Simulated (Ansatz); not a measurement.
# KRbPdC2 (built on the sites of a database entry of Rb2PdC2): from the cell to its phonons, part 2 of 2

How does KRbPdC2 (built on the sites of a database entry of Rb2PdC2) vibrate, and is this structure a minimum?

Ansatz 0.2.0; DFT PBEsol, scalar-relativistic, plane waves, PAW.

So far. Step 4 (Tight relaxation): The largest force component left is 0.39 meV/Å and the pressure is 0.000 GPa, within the tolerances set. The cell now holds 24.68 Å³/atom. Step 5 (Linear response at the zone centre): Before it was imposed, the acoustic sum rule was missed by 2.1e-4 eV/Å² and the charge sum rule by 0.0042 e. Small misses are needed for a sound result but don't prove that mesh and cutoff are converged. The relaxed cell has a = 5.215, c = 5.239 Å (conventional setting).

The structure was built from a prototype and need not be the compound's stable phase.

## Step 6: Response at finite wavevector

Stability and thermal properties need the whole zone. Linear response on a 2×2×2 q mesh gives force constants as far as a supercell of that size would, and the tensors from the zone-centre run are typed in so that the long-range dipole term is interpolated apart.

Input file input.yaml:

```yaml
crystal:
  lattice:
    - [5.2148474285, 0.0, 0.0]
    - [-2.6074237142, 4.5161903499, 0.0]
    - [0.0, 0.0, 5.2390560334]
  atoms:
    - { symbol: Rb, position: [0.3333333333, 0.6666666667, 0.2804376921] }
    - { symbol: K, position: [0.6666666667, 0.3333333333, 0.7232373603] }
    - { symbol: Pd, position: [0.0, 0.0, -0.001957735] }
    - { symbol: C, position: [0.0, 0.0, 0.3780212661] }
    - { symbol: C, position: [0.0, 0.0, 0.6202614166] }
kpoints:
  mp_grid: { grid: [6, 6, 4] }
hamiltonian:
  xc: pbesol
scf:
  occupations: { method: fixed }
output:
  eigenvalues: true
phonons:
  method: dfpt
  qmesh: [2, 2, 2]
  temperatures: { t_max: 1000, t_step: 50 }
  qpath:
    path:
      - [[0.0, 0.0, 0.0], [0.5, 0.0, 0.0], [0.33333333, 0.33333333, 0.0], [0.0, 0.0, 0.0], [0.0, 0.0, 0.5], [0.5, 0.0, 0.5], [0.33333333, 0.33333333, 0.5], [0.0, 0.0, 0.5]]
      - [[0.5, 0.0, 0.5], [0.5, 0.0, 0.0]]
      - [[0.33333333, 0.33333333, 0.5], [0.33333333, 0.33333333, 0.0]]
    npoints: 10
  non_analytic_term:
    high_frequency_dielectric_tensor: [[3.6134, 0.0, 0.0], [0.0, 3.6134, 0.0], [0.0, 0.0, 8.8478]]
    born_effective_charges:
      - { species: Rb, tensor: [[1.1833, 0.0, 0.0], [0.0, 1.1833, 0.0], [0.0, 0.0, 0.9614]] }
      - { species: K, tensor: [[1.2129, 0.0, 0.0], [0.0, 1.2129, 0.0], [0.0, 0.0, 0.9967]] }
      - { species: Pd, tensor: [[-0.9814, 0.0, 0.0], [0.0, -0.9814, 0.0], [0.0, 0.0, -2.7254]] }
      - { species: C, tensor: [[-0.7169, 0.0, 0.0], [0.0, -0.7169, 0.0], [0.0, 0.0, 0.477]] }
      - { species: C, tensor: [[-0.6978, 0.0, 0.0], [0.0, -0.6978, 0.0], [0.0, 0.0, 0.2903]] }
    source: "zone-centre run at this cell"
```

Command:

```
$ ansatz run input.yaml --threads 8 --pin off --max-ram 14336MiB --backend cpu --events-out ev --progress --plain --runs-dir out
```

Numbers of over 12 decimals in the logs are rounded to 6 here.

Output:

```text
Warning: phonons: the dynamical matrix that this run interpolates holds no multipole term above the dipole-dipole one, and a site of this crystal is no centre of inversion, so its interpolated transverse optical and acoustic branches and sound speeds can stay off near Gamma, and the density of states and the thermodynamics with them. What a run solves at a wave vector of phonons.qpoints, Gamma apart, where the deck admits one, is free of this, and under fd what a larger phonons.supercell samples
[...]
Crystal: 5 atoms, lattice volume = 123.386 Å³
Basis set: ecut = 420 eV, 2411 PW (Γ), exchange–correlation on 72×72×72 points (8 copies of the dense FFT grid, shifted against one another)
Bands: 27, of which v1, the nominal top of the filled ones, is band 22 counted from 1 (21 counted from 0)
Symmetry: 6 space group operations
k-points: 24 of 144 (time reversal used)
[...]
SCF iter   1: F=—  HF=-12132.686984 eV  |F-HF|=—  |Δ(HF+E_count)|=         —  Δρ=5.52e-3  dr2=5.73e-2  ethr=1.77e-3  ⟨swp⟩=4.8  Hψ=2465  notcnv=0  defer=72
[...]
SCF iter  13: F=-12132.674697 eV  HF=-12132.674697 eV  |F-HF|=3.64e-12  |Δ(HF+E_count)|=  7.28e-12  Δρ=4.98e-8  dr2=4.06e-12  ethr=1.00e-12  ⟨swp⟩=12.2  Hψ=4492  notcnv=0
SCF 1 converged in 13 iterations: F = -12132.674697 eV  dr2 = 4.06e-12
[...]
NSCF: frozen V_eff on 24 k-points
[...]
DFPT response loops at q = (0, 0, 0) (fractional): preconditioner auto → Resta (q_TF=auto, 2.298 Å⁻¹)  ε∞=6.5 (no band partly filled); β = 1.00, the filter's whole step (`scf.mixing.beta` (0.50) is not read by the response loops at its default; to damp them type it under 1.00, their step now; it binds the ground state too); Broyden in place of MSR1
[...]
SCF converged after 13 iterations
Free energy (F): -12132.674697 eV
[...]
Internal energy: -12132.674697 eV  (E = F + TS)
E sigma→0 (E₀):  -12132.674697 eV
Fermi energy:    5.267888 eV
[...]
--- Band table (eV; the first three rows and the last of 24) ---
  k-point 0: bands = [... 18 lower, 3.2887, 3.7775, 4.0978, 4.0978, 9.2340, 9.3512, 10.4123, 10.4123, ... 1 higher]
  k-point 1: bands = [... 18 lower, 4.0846, 4.0846, 4.3617, 4.3617, 8.7834, 8.7834, 9.0360, 9.9037, ... 1 higher]
  k-point 2: bands = [... 18 lower, 4.0845, 4.0845, 5.2679, 5.2679, 7.7088, 7.7088, 8.9822, 9.8881, ... 1 higher]
  k-point 23: bands = [... 18 lower, 4.1227, 4.5085, 5.2024, 5.2399, 7.2082, 7.2766, 9.8270, 10.2778, ... 1 higher]
--- Phonons (Γ-DFPT): 10 representative perturbations + reference (Σ response iterations 33) ---
  ASR residual: 6.490e-5 → 0.000e0 eV/Å²; symmetrization residual: 4.533e-6 eV/Å²
  ASR residual per site (eV/Å²): 5.02e-5 7.16e-6 6.49e-5 2.00e-5 2.20e-5
[...]
--- Phonons (arbitrary-q DFPT): 4 irreducible q on the 2×2×2 mesh ---
  q = [0.0000, 0.0000, 0.0000] (star 1, of the zone-centre solve; hermiticity 1.13e-7, symmetrization 6.46e-12): -0.00 0.00 0.00 43.02 82.98 98.36 98.36 113.08 113.08 301.02 301.02 352.50 352.50 528.07 1842.70
  q = [0.0000, 0.0000, -0.5000] (star 1, 10 solved perturbations in 355 linear systems a pass and spin channel, the states on 47 of 144 k-point pairs; hermiticity 3.83e-5, symmetrization 1.57e-5): 42.88 42.88 61.09 64.28 64.28 90.45 115.14 115.14 189.64 189.64 231.35 459.20 459.20 587.94 1815.28
  q = [0.0000, -0.5000, 0.0000] (star 3, 15 solved perturbations on 47 of 144 k-point pairs; hermiticity 1.28e-6, symmetrization 7.48e-7): 28.84 44.66 45.18 66.27 78.36 91.76 96.23 121.11 129.27 300.33 309.58 351.64 352.73 527.22 1842.44
[...]
sum rule: each row above includes the acoustic sum rule's correction from the zone centre's row sums; it moved no ω² by more than (0.71 cm⁻¹)²
  mesh force constants: q→R imaginary residual 6.91e-19; ASR residual 6.490e-5 → 0.000e0 eV/Å²; symmetrization residual 1.421e-14 eV/Å²
  interpolated dispersion: 94 rows × 15 modes
  density of states and harmonic sums: on the 14×14×12 q-mesh, interpolated from the force constants of a 2×2×2 supercell (with the dipole–dipole term of supplied tensors)
  largest difference from the sums on the solved wave vectors: F 7.09e-2 eV, S 1.03e-4 and C_V 3.18e-5 eV/K
  zero-point energy: 0.277943 eV/cell   skipped modes (ω ≤ 0): 6, of them read as no rigid motion or as one in doubt: 3 (4.252e-3 modes/cell left out, lowest -4.15 cm⁻¹)   left out of the sums: 3.68e-4 of the cell's modes: C_V's classical limit lies that fraction below 3 k_B per atom; for a crystal, a wire or a layer, F and S can be off by more, and a phonons.interpolated_qmesh denser along its periods is the remedy for the sampling
```

Wall time 93 s (8 threads of Arm Neoverse V2, shared host); peak memory 0.91 GiB; 12 min of CPU time.

This step gave:

| Quantity | Value |
| --- | --- |
| sum-rule residual before enforcement | 6.49e-5 eV/Å² |
| lowest frequency on the path | -2.923 cm⁻¹ |
| highest frequency on the path or at a solved wavevector | 1843 cm⁻¹ |
| lowest mode on the q mesh (acoustic modes at Γ apart) | 28.84 cm⁻¹ |

Frequencies (cm⁻¹) solved at each irreducible wavevector; negative means imaginary. Frequencies by wavevector, by row:

```tsv
q in reciprocal lattice units	star	mode 1	mode 2	mode 3	mode 4	mode 13	mode 14	mode 15
0 0 0	1	0	0	0	43	352.5	528.1	1843
0 0 -0.5	1	42.9	42.9	61.1	64.3	459.2	587.9	1815
0 -0.5 0	3	28.8	44.7	45.2	66.3	352.7	527.2	1842
0 -0.5 -0.5	3	39.8	43.8	58.4	79.9	459.2	588	1808
```

Interpolated from a 2×2×2 q mesh, with the LO-TO term (at Γ the limit along the path; where Γ stands inside the path, tables give the limit on arrival). Phonon branches along the path, in cm⁻¹:

```tsv
point	branch 1	branch 2	branch 3	branch 4	branch 12	branch 13	branch 14	branch 15
Γ	0	0	0	43	352	353	528	1843
halfway	21	31	42	60	352	353	528	1843
M	29	45	45	66	352	353	527	1842
halfway	28	44	53	69	352	353	527	1842
K	28	45	55	78	352	352	527	1842
halfway	22	37	44	64	352	353	528	1842
Γ	0	0	0	43	352	353	528	1843
halfway	12	12	53	87	422	422	557	1829
A	43	43	61	64	459	459	588	1815
halfway	41	46	57	72	459	459	588	1812
L	40	44	58	80	458	459	588	1808
halfway	36	42	64	77	459	459	588	1807
H	35	39	70	77	459	459	588	1807
halfway	38	50	57	69	459	459	588	1811
A	43	43	61	64	459	459	588	1815
jump to L	40	44	58	80	458	459	588	1808
halfway	38	41	60	81	422	422	555	1826
M	29	45	45	66	352	353	527	1842
jump to H	35	39	70	77	459	459	588	1807
halfway	37	40	74	82	422	422	555	1825
K	28	45	55	78	352	352	527	1842
```

Tetrahedra on a 14×14×12 mesh, mean over bins of 20 cm-1. Interpolated from a 2×2×2 q mesh. Table of phonon density of states by wavenumber; read off at these points:

```tsv
wavenumber (cm⁻¹)	phonon density of states (1/cm⁻¹/cell)
-10	4.0e-5
50	0.0698
90	0.0893
110	0.0872
190	0.0256
210	0.0267
250	0.0123
310	0.00498
370	0.0156
430	0.0164
450	0.0350
510	0
530	0.0156
570	0.0120
630	0
690	0
750	0
830	0
890	0
950	0
1010	0
1090	0
1150	0
1210	0
1270	0
1330	0
1410	0
1470	0
1530	0
1590	0
1650	0
1730	0
1790	0
1830	0.0237
1850	0.00807
```

The partial phonon density of states has structure finer than the step of the table below, so its rows give means over 100 cm⁻¹, whole bins alone (the curve runs from -13.2 to 1908 cm⁻¹). Peaks (cm⁻¹: height): C 204.3: 0.0198, 445.9: 0.0216, 578.9: 0.0117, 1823.4: 0.0207; K 119.7: 0.0389; Pd 83.5: 0.0239, 216.4: 0.00939; Rb 47.2: 0.0358.

Phonopy on the run's constants, 13x13x11 mesh, Gaussian sigma 13.7 cm-1. Interpolated from a 2×2×2 q mesh. Partial phonon density of states against wavenumber; means over each step; values in 1/cm⁻¹/cell:

```tsv
wavenumber (cm⁻¹)	C	K	Pd	Rb
100	0.00202	0.0263	0.0164	0.0199
200	0.0115	7.7e-4	0.00581	5.2e-4
300	0.00814	5.6e-5	7.0e-4	6.6e-5
400	0.0141	1.7e-5	4.2e-4	2.8e-5
500	0.00780	3.0e-6	7.7e-4	4.0e-6
600	0.00552	0	2.8e-4	0
700	0	0	0	0
800	0	0	0	0
900	0	0	0	0
1000	0	0	0	0
1100	0	0	0	0
1200	0	0	0	0
1300	0	0	0	0
1400	0	0	0	0
1500	0	0	0	0
1600	0	0	0	0
1700	0	0	0	0
1800	0.00888	0	2.4e-6	0
```

Symmetry leaves 4 wavevectors to solve. The lowest mode among them, the acoustic zeros apart, lies at q = (0, -0.5, 0) and is real, 28.8 cm⁻¹.

## Step 7: Isotope substitution, element C, natural mass 12.011 amu

An isotope changes the mass and not the force constants, so no new electronic calculation is needed; the shifts show which modes move this element.

The same force constants with the mass of C changed from 12.011 to 13.003 u (phonopy, no LO-TO term). Both lists are sorted by frequency; levels can cross, so a row need not hold one and the same mode. Modes under 3 cm⁻¹ are left out. Isotope shifts, by row, the first 40 of 57 rows:

```tsv
q	rank	natural mass (cm⁻¹)	changed mass (cm⁻¹)
0 0 0	4	43.02	42.85
0 0 0	5	82.98	82.98
0 0 0	6	98.36	98.28
0 0 0	7	98.36	98.28
0 0 0	8	113.1	113
0 0 0	9	113.1	113
0 0 0	10	301	290.7
0 0 0	11	301	290.7
0 0 0	12	352.5	338.9
0 0 0	13	352.5	338.9
0 0 0	14	528.1	511.5
0 0 0	15	1843	1771
0 0 -0.5	1	42.88	42.82
0 0 -0.5	2	42.88	42.82
0 0 -0.5	3	61.09	61.09
0 0 -0.5	4	64.28	63.94
0 0 -0.5	5	64.28	63.94
0 0 -0.5	6	90.45	90.45
0 0 -0.5	7	115.1	115.1
0 0 -0.5	8	115.1	115.1
0 0 -0.5	9	189.6	183.3
0 0 -0.5	10	189.6	183.3
0 0 -0.5	11	231.3	231.3
0 0 -0.5	12	459.2	442
0 0 -0.5	13	459.2	442
0 0 -0.5	14	587.9	565.1
0 0 -0.5	15	1815	1745
0 -0.5 0	1	28.84	28.62
0 -0.5 0	2	44.66	44.66
0 -0.5 0	3	45.18	44.99
0 -0.5 0	4	66.27	66.25
0 -0.5 0	5	78.36	78.3
0 -0.5 0	6	91.76	91.74
0 -0.5 0	7	96.23	95.92
0 -0.5 0	8	121.1	121.1
0 -0.5 0	9	129.3	129.3
0 -0.5 0	10	300.3	290
0 -0.5 0	11	309.6	298.5
0 -0.5 0	12	351.6	338.1
0 -0.5 0	13	352.7	339.1
```

A mode of this element alone would shift by -3.89 %. The highest zone-centre frequency without the field goes from 1842.7 to 1771.0 cm⁻¹ (-3.9 %). The product of the frequency ratios over all optical modes at Γ is 0.797; the product rule, (m/m′)^(3k/2) (M′/M)^(3/2) with k = 2 such atoms and M the mass of the cell, gives 0.797.

## Step 8: Isotope substitution, element K, natural mass 39.0983 amu

The same for K, from 39.10 to 40.96 u.

The same force constants with the mass of K changed from 39.098 to 40.962 u (phonopy, no LO-TO term). Both lists are sorted by frequency; levels can cross, so a row need not hold one and the same mode. Modes under 3 cm⁻¹ are left out. Isotope shifts, by row, the first 40 of 57 rows:

```tsv
q	rank	natural mass (cm⁻¹)	changed mass (cm⁻¹)
0 0 0	4	43.02	42.92
0 0 0	5	82.98	81.56
0 0 0	6	98.36	97.94
0 0 0	7	98.36	97.94
0 0 0	8	113.1	111.4
0 0 0	9	113.1	111.4
0 0 0	10	301	301
0 0 0	11	301	301
0 0 0	12	352.5	352.5
0 0 0	13	352.5	352.5
0 0 0	14	528.1	528.1
0 0 0	15	1843	1843
0 0 -0.5	1	42.88	42.84
0 0 -0.5	2	42.88	42.84
0 0 -0.5	3	61.09	61.08
0 0 -0.5	4	64.28	63.73
0 0 -0.5	5	64.28	63.73
0 0 -0.5	6	90.45	88.39
0 0 -0.5	7	115.1	113.7
0 0 -0.5	8	115.1	113.7
0 0 -0.5	9	189.6	189.4
0 0 -0.5	10	189.6	189.4
0 0 -0.5	11	231.3	231.3
0 0 -0.5	12	459.2	459.2
0 0 -0.5	13	459.2	459.2
0 0 -0.5	14	587.9	587.9
0 0 -0.5	15	1815	1815
0 -0.5 0	1	28.84	28.83
0 -0.5 0	2	44.66	44.6
0 -0.5 0	3	45.18	45.16
0 -0.5 0	4	66.27	65.02
0 -0.5 0	5	78.36	77.52
0 -0.5 0	6	91.76	91.29
0 -0.5 0	7	96.23	96.03
0 -0.5 0	8	121.1	119.7
0 -0.5 0	9	129.3	126.8
0 -0.5 0	10	300.3	300.3
0 -0.5 0	11	309.6	309.6
0 -0.5 0	12	351.6	351.6
0 -0.5 0	13	352.7	352.7
```

A mode of this element alone would shift by -2.30 %. The highest zone-centre frequency without the field goes from 1842.7 to 1842.7 cm⁻¹ (+0.0 %). The product of the frequency ratios over all optical modes at Γ is 0.943; the product rule, (m/m′)^(3k/2) (M′/M)^(3/2) with k = 1 such atoms and M the mass of the cell, gives 0.943.

## Step 9: Another isotope, element Pd, natural mass 106.42 amu

The same for Pd, from 106.42 to 109.91 u.

A mode of this element alone would shift by -1.60 %. The highest zone-centre frequency without the field goes from 1842.7 to 1842.7 cm⁻¹ (+0.0 %). The product of the frequency ratios over all optical modes at Γ is 0.972; the product rule, (m/m′)^(3k/2) (M′/M)^(3/2) with k = 1 such atoms and M the mass of the cell, gives 0.972.

## Step 10: Results

```
space group after relaxation (within 0.01 Å)            : P3m1
volume per atom                                         : 24.7 Å³
gap on the k-mesh                                       : 1.44 eV
highest optical mode at the zone centre (no LO-TO term) : 1843 cm⁻¹
top of the zone-centre spectrum with the field          : 1843 cm⁻¹
lowest optical zone-centre mode                         : 43.0 cm⁻¹
mean high-frequency dielectric constant                 : 5.36
mean static dielectric constant                         : 11.4
largest Born charge (third of the trace)                : -1.56 e
lowest mode on the q mesh (acoustic modes at Γ apart)   : 28.8 cm⁻¹
highest frequency on the path or at a solved wavevector : 1843 cm⁻¹
imaginary modes on the 2×2×2 q mesh                     : none
```

The structure is a minimum as far as tested: no mode is imaginary at the 4 irreducible wavevectors of the 2×2×2 mesh, and the softest away from the acoustic zeros lies at 29 cm⁻¹. Without the field, the optical modes at Γ span 43 to 1843 cm⁻¹. The highest mode in this list at Γ, 1842.7 cm⁻¹, is mostly motion of C (100 % of the kinetic energy). The macroscopic field leaves the top of the zone-centre spectrum where it is. Lattice motion raises the mean dielectric constant from 5.358 to 11.36. The strongest infrared line is at 301 cm⁻¹. With the field response the log warns that the k mesh is coarse for the force constants too, so the frequencies may not be converged. The program warns that the interpolation holds no quadrupole term, so branches close to Γ can be off in this crystal. In at least one run the field response is not settled by the k meshes in reach, so its dielectric tensor, Born charges and longitudinal modes are rough. The starting cell was built on a prototype and not taken from a measurement, so the phase need not exist. These are harmonic frequencies at zero temperature: anharmonic shifts, linewidths and thermal expansion are left out.

[Logs are printed without paths, hosts, clocks, repeated set-up lines and the standing remarks that a program may print on its own settings, such as how far it seeks lower states.]

[Hosts, paths, dates, database ids (printed as entryN), source tags and the programs' standing remarks are cut or masked in the printed files.]
